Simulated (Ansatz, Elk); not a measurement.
## How far do independent atoms describe NaN2?

The structure of NaN2 used here is made up (a known structure type with other elements) and was relaxed beforehand with r2SCAN. The aim is the Fourier transform of its all-electron density, F(hkl), set beside the sum over free spherical atoms that refinements use.

Method: DFT, PBE, all-electron APW+lo, Dirac cores, scalar-relativistic bands, static density, no spin, in Elk 11.2.3 (patched build).

The structure was built from a prototype and need not be the compound's stable phase.

### 1. Set-up

Symmetry: P6/mmm, No. 191, hexagonal system. Conventional cell: a = 3.089 Å, b = 3.089 Å, c = 3.651 Å, α = 90.00°, β = 90.00°, γ = 120.00°. Nearest to Na lie 12 N at 2.55 Å. Nearest to N lie 3 N at 1.78 Å and 6 Na at 2.55 Å. Farther neighbours and most contacts between anions are not listed.

### 2. Ground state and structure factors

An all-electron density is needed, since X-rays see the cores too. Task 0 finds the density and task 195 Fourier-transforms it; tshift is off so that phases refer to the origin typed.

Contents of elk.in:

```
tasks
  0
  195

xctype
  20

spinpol
  .false.

rgkmax
  7.0

gmaxvr
  14.0

lmaxo
  7

lmaxapw
  8

swidth
  0.002

tshift
  .false.

ramdisk
  .false.

hmaxvr
  5.5

maxscl
  120

epspot
  1e-06

sppath
  './'

avec
  5.83671721621 -0.00000000000 0.00000000000
  -2.91835860810 5.05474538394 0.00000000000
  0.00000000000 0.00000000000 6.89892468373

atoms
  2
  'Na.in'
  1
  -0.0000000000 -0.0000000000 0.0000000000   0.000000 0.000000 0.000000
  'N.in'
  2
  0.6666666667 0.3333333333 0.5000000000   0.000000 0.000000 0.000000
  0.3333333333 0.6666666667 0.5000000000   0.000000 0.000000 0.000000

ngridk
  8 8 6
```

Command:

```bash
$ OMP_NUM_THREADS=4 elk
```

Numbers of over 12 decimals in the logs are rounded to 6 here.

The program printed:

```text
┌─────────────────────────┐
│ Elk code version 11.2.3 │
└─────────────────────────┘

All units are atomic (Hartree, Bohr, etc.)

┌─────────────────────────────────────────────────┐
│ Ground-state run starting from atomic densities │
└─────────────────────────────────────────────────┘

Lattice vectors :
   5.836717216      -0.000000000       0.000000000
  -2.918358608       5.054745384       0.000000000
   0.000000000       0.000000000       6.898924684

Reciprocal lattice vectors :
   1.076493014      0.6215135313      -0.000000000
   0.000000000       1.243027063      -0.000000000
  -0.000000000      -0.000000000      0.9107485000

Unit cell volume      :    203.5397987
Brillouin zone volume :    1.218681629

Muffin-tin inner radius fraction :   0.1000000000E-01

Nuclei treated as point charges

Species : 1 (Na)
 parameters loaded from : Na.in
 name : sodium
 nuclear charge    :   -11.00000000
 electronic charge :    11.00000000
 atomic mass :    41907.78703
 muffin-tin radius :    2.200000000
 number of radial points in muffin-tin :    793
 inner part over the whole radius :   0.9883648912E-02
 number on inner part of muffin-tin    :    551
 approximate nuclear radius :   0.5574345702E-04
 number of mesh points to nuclear radius :    238
 atomic positions (lattice), magnetic fields (Cartesian) :
  1 :   0.00000000  0.00000000  0.00000000    0.00000000  0.00000000  0.00000000

Species : 2 (N)
 parameters loaded from : N.in
 name : nitrogen
 nuclear charge    :   -7.000000000
 electronic charge :    7.000000000
 atomic mass :    25532.65216
 muffin-tin radius :    1.659915128
 number of radial points in muffin-tin :    593
 inner part over the whole radius :   0.9927139742E-02
 number on inner part of muffin-tin    :    406
 approximate nuclear radius :   0.4939692610E-04
 number of mesh points to nuclear radius :    170
 atomic positions (lattice), magnetic fields (Cartesian) :
  1 :  -0.33333333  0.33333333  0.50000000    0.00000000  0.00000000  0.00000000
  2 :   0.33333333 -0.33333333  0.50000000    0.00000000  0.00000000  0.00000000

Total number of atoms per unit cell :    3
Total muffin-tin volume :    82.91789307
 ratio of muffin-tin to unit cell volume :   0.4073792624

Spin treatment :
 spin-unpolarised

Number of Bravais lattice symmetries :   24
Number of crystal symmetries         :   24
Crystal has inversion symmetry
Real symmetric eigensolver will be used

k-point grid :      8     8     6
k-point offset :    0.000000000       0.000000000       0.000000000
k-point set is reduced with full crystal symmetry group
Total number of k-points :       40

Muffin-tin radius times maximum |G+k| :    7.000000000
 using average radius
Maximum |G+k| for APW functions       :    3.804464816
Maximum (1/2)|G+k|²                   :    7.236976270
Maximum |G| for potential and density :    14.00000000
Constant for pseudocharge density :    8
 order of it for each species :   15  15
 order of it for pair densities of each species (exact exchange by exxq0 0: 16) :   14   7
Radial integration step length :    1

G-vector grid sizes :     27    27    32
Number of G-vectors :     9421

Maximum angular momentum used for
 APW functions            :    8
 outer part of muffin-tin :    7
 inner part of muffin-tin :    2

Total nuclear charge    :   -25.00000000
Total core charge       :    6.000000000
Total valence charge    :    19.00000000
Total excess charge     :    0.000000000
Total electronic charge :    25.00000000

Effective Wigner radius, rₛ :    1.247977937

Number of empty states         :     12
Total number of valence states :     22
Total number of core states    :      6

Third-order local-orbitals added for an l without core states : T
Total number of local-orbitals :     27

Exchange-correlation functional :     20     0     0
 Perdew-Burke-Ernzerhof, Phys. Rev. Lett. 77, 3865 (1996)
 gradient requirement :    1
 generalised gradient approximation (GGA)

Smearing type :    3
 Fermi-Dirac
Smearing width :   0.2000000000E-02
[...]
Madelung                    :     -328.46891674463
 xc potential                :     -37.597951394052
 exchange                    :     -27.139237630347
 correlation                 :    -0.875811
 electron entropic           :    -0.47259145086806E-03
 total energy                :     -272.73401030701

Density of states at Fermi energy :    41.06817180
 (states/Hartree/unit cell)

Estimated indirect band gap :   0.1983051103E-03
 from k-point 19 to k-point 39
Estimated direct band gap   :   0.4768073400E-01
 at k-point 29

Charges :
 core                        :    6.000000000
 valence                     :    19.00000000
 interstitial                :    3.069401615
 muffin-tins (core leakage)
  species : 1 (Na)
   atom 1                    :    10.08275906     ( -0.9715865579E-07)
  species : 2 (N)
   atom 1                    :    5.923919661     (  0.5414046242E-06)
   atom 2                    :    5.923919661     (  0.5414046242E-06)
 total in muffin-tins        :    21.93059838
 total calculated charge     :    24.99985687
 total charge                :    25.00000000
 error                       :   0.1431292871E-03

RMS change in Kohn-Sham potential (target) :    1.839611187     (  0.1000000000E-05)
Absolute change in total energy (target)   :   0.5481709658     (  0.1000000000E-03)

[... loops 3 to 13 left out ...]

┌──────────────────┐
│ Loop number : 14 │
└──────────────────┘

Energies :
 Fermi                       :     0.171690
 sum of occupied eigenvalues :     -138.96326631014
 electron kinetic            :      271.68196563228
 core electron kinetic       :      201.05738741698
 Coulomb                     :     -515.51659225169
 Coulomb potential           :     -374.63889322461
 nuclear-nuclear             :     -74.085102293761
 electron-nuclear            :     -510.59041639413
 Hartree                     :      69.158926436197
 Madelung                    :     -328.19714563939
 xc potential                :     -36.006338717809
 exchange                    :     -27.088734476275
 correlation                 :    -0.877599
 electron entropic           :    -0.46473166701682E-03
 total energy                :     -271.80142483310

Density of states at Fermi energy :    40.63522588
 (states/Hartree/unit cell)

Estimated indirect band gap :   0.2338749293E-03
 from k-point 17 to k-point 39
Estimated direct band gap   :   0.5127545374E-01
 at k-point 29

Charges :
 core                        :    6.000000000
 valence                     :    19.00000000
 interstitial                :    3.142997872
 muffin-tins (core leakage)
  species : 1 (Na)
[...]
species : 2 (N)
[...]
total in muffin-tins        :    21.85700213
 total calculated charge     :    24.99985364
 total charge                :    25.00000000
 error                       :   0.1463586033E-03

RMS change in Kohn-Sham potential (target) :   0.2929806326E-06 (  0.1000000000E-05)
Absolute change in total energy (target)   :   0.6844967572E-05 (  0.1000000000E-03)

Convergence targets achieved

┌──────────────────┐
│ Loop number : 15 │
└──────────────────┘

Energies :
 Fermi                       :     0.171690
 sum of occupied eigenvalues :     -138.96326505116
 electron kinetic            :      271.68196654857
 core electron kinetic       :      201.05738773889
 Coulomb                     :     -515.51659204817
 Coulomb potential           :     -374.63889320363
 nuclear-nuclear             :     -74.085102293761
 electron-nuclear            :     -510.59041599117
 Hartree                     :      69.158926236765
 Madelung                    :     -328.19714544635
 xc potential                :     -36.006338396096
 exchange                    :     -27.088734448151
 correlation                 :    -0.877599
 electron entropic           :    -0.46473166515339E-03
 total energy                :     -271.80142368679

Density of states at Fermi energy :    40.63522575
 (states/Hartree/unit cell)

Estimated indirect band gap :   0.2338753033E-03
 from k-point 17 to k-point 39
Estimated direct band gap   :   0.5127545577E-01
 at k-point 29

Charges :
 core                        :    6.000000000
 valence                     :    19.00000000
 interstitial                :    3.142997834
 muffin-tins (core leakage)
  species : 1 (Na)
   atom 1                    :    10.11289148     ( -0.9715865446E-07)
  species : 2 (N)
   atom 1                    :    5.872055343     (  0.5508338123E-06)
   atom 2                    :    5.872055343     (  0.5508338123E-06)
 total in muffin-tins        :    21.85700217
 total calculated charge     :    24.99985364
 total charge                :    25.00000000
 error                       :   0.1463585487E-03

┌──────────────────────────────┐
│ Self-consistent loop stopped │
└──────────────────────────────┘

Wrote STATE.OUT
```

The job ended after 6.7 s (4 threads of Arm Neoverse V2, shared host; peak memory 0.16 GiB).

SFACRHO.OUT:

```text

h k l indices transformed by vhmat matrix:
   1.000000000       0.000000000       0.000000000    
   0.000000000       1.000000000       0.000000000    
   0.000000000       0.000000000       1.000000000    

      h      k      l  multipl.   |H|            Re(F)            Im(F)           |F|

      0      0      0      1   0.0000000       25.000001      0.72085957E-16   25.000001    
      0      0     -1      2  0.91074850      -2.1383899      0.21522729E-14   2.1383899    
      1      0      0      6   1.2430271       3.5110033      0.35308527E-15   3.5110033    
     -1      1     -1     12   1.5409669       12.015292     -0.70617053E-15   12.015292    
      0      0     -2      2   1.8214970       13.924052     -0.38249425E-14   13.924052    
      2     -1      0      6   2.1529860       12.648998     -0.18318678E-16   12.648998    
     -1      0      2     12   2.2052137       3.5852183     -0.17654263E-14   3.5852183    
      1      1     -1     12   2.3376937      0.57310657      0.28551150E-14  0.57310657    
     -2      0      0      6   2.4860541       3.2264953     -0.35308527E-15   3.2264953    
      2      0      1     12   2.6476269       7.8708004     -0.35308527E-15   7.8708004    
      0      0      3      2   2.7322455      0.96637927      0.12710165E-14  0.96637927    
     -1      2      2     12   2.8201419       9.6017141      0.33118091E-15   9.6017141    
      1     -1      3     12   3.0017131       6.8442167      0.14123411E-14   6.8442167    
      2      0      2     12   3.0819339       2.6600580     -0.10592558E-14   2.6600580    
     -3      1      0     12   3.2887405       2.3003483      -0.0000000       2.3003483    
      2      1     -1     24   3.4125177       6.1286507     -0.10592558E-14   6.1286507    
     -2      1      3     12   3.4785794      0.43450028     -0.26665744E-15  0.43450028    
      0      0      4      2   3.6429940       7.2281101      0.42513390E-14   7.2281101
```

Elk indexes on the primitive cell of elk.in and gives |H| = 4π sin θ/λ in inverse bohr. Below, one row stands for each form hkl of the conventional cell (m members, Friedel mates merged), F is for one primitive cell and the density is static (no thermal factor). Free-atom factors are Waasmaier and Kirfel's, and R is Σm||F|−|F'||/Σm|F|.

| hkl | m | sin θ/λ (Å⁻¹) | abs F, DFT | neutral atoms | diff. |
| --- | --- | --- | --- | --- | --- |
| 001 | 2 | 0.137 | 2.138 | 2.004 | +0.135 |
| 100 | 6 | 0.187 | 3.511 | 3.750 | -0.239 |
| 101 | 12 | 0.232 | 12.015 | 11.967 | +0.049 |
| 002 | 2 | 0.274 | 13.924 | 14.302 | -0.378 |
| 110 | 6 | 0.324 | 12.649 | 12.495 | +0.154 |
| 102 | 12 | 0.332 | 3.585 | 3.508 | +0.077 |
| 111 | 12 | 0.351 | 0.573 | 0.654 | -0.081 |
| 200 | 6 | 0.374 | 3.227 | 3.250 | -0.024 |
| 201 | 12 | 0.398 | 7.871 | 7.899 | -0.029 |
| 003 | 2 | 0.411 | 0.966 | 0.664 | +0.302 |
| 112 | 12 | 0.424 | 9.602 | 9.675 | -0.074 |
| 103 | 12 | 0.451 | 6.844 | 6.953 | -0.109 |
| 202 | 12 | 0.464 | 2.660 | 2.617 | +0.043 |
| 210 | 12 | 0.495 | 2.300 | 2.395 | -0.095 |
| 211 | 24 | 0.513 | 6.129 | 6.056 | +0.073 |
| 113 | 12 | 0.523 | 0.434 | 0.331 | +0.103 |
| 004 | 2 | 0.548 | 7.228 | 7.436 | -0.208 |
| 203 | 12 | 0.555 | 5.500 | 5.549 | -0.050 |
| 300 | 6 | 0.561 | 7.390 | 7.262 | +0.128 |
| 212 | 24 | 0.565 | 1.888 | 1.920 | -0.032 |
| 301 | 12 | 0.577 | 0.011 | 0.110 | -0.099 |
| 104 | 12 | 0.579 | 1.919 | 1.836 | +0.083 |

### 3. The highest occupied states alone

An energy window below the Fermi level keeps the highest occupied states, to see at which angles they scatter; shallow core shells can lie inside it and anion s states outside. No new self-consistency is needed.

elk.in, as its differences from that of step 2:

```diff
@@ -1,3 +1,2 @@
 tasks
-  0
   195
@@ -40,2 +39,5 @@
 
+wsfac
+  -0.379550 0.471690
+
 sppath
```

Command:

```bash
$ OMP_NUM_THREADS=4 elk
```

The program printed:

```text
┌─────────────────────────────────┐
│ Elk code version 11.2.3 started │
└─────────────────────────────────┘

Info(readinput): the functional depends on the density's gradient
 muffin-tin radial points multiplied by    2.00000
 (not where nrmtscf is given)

┌────────────────────┐
│ Current task : 195 │
└────────────────────┘
Info(checkmt): changed muffin-tin radius of species 2 (N) from   1.8000 to   1.6599

Info(sfacrho): density structure factors written to SFACRHO.OUT

 Energy window :  -0.3795500000      0.4716900000

┌──────────────────┐
│ Elk code stopped │
└──────────────────┘
```

Elapsed: 1.6 s, on 4 threads; peak memory 0.16 GiB; 2.1 s of CPU time.

States within 15 eV below the Fermi level hold 9.00 electrons; any levels below the window count with the cores. Their amplitudes can exceed the total, where window and core parts have opposite phase:

| hkl | sin θ/λ (Å⁻¹) | abs F, window | abs F, all |
| --- | --- | --- | --- |
| 001 | 0.137 | 5.825 | 2.138 |
| 100 | 0.187 | 2.491 | 3.511 |
| 101 | 0.232 | 1.804 | 12.015 |
| 002 | 0.274 | 2.183 | 13.924 |
| 110 | 0.324 | 2.073 | 12.649 |
| 102 | 0.332 | 0.699 | 3.585 |
| 111 | 0.351 | 1.518 | 0.573 |
| 200 | 0.374 | 0.634 | 3.227 |
| 201 | 0.398 | 0.541 | 7.871 |
| 003 | 0.411 | 0.452 | 0.966 |

(Part 1 of 2 ends here.)

[Logs are printed without paths, hosts, clocks, repeated set-up lines and the standing remarks that a program may print on its own settings, such as how far it seeks lower states.]

[Hosts, paths, dates, database ids (printed as entryN), source tags and the programs' standing remarks are cut or masked in the printed files.]
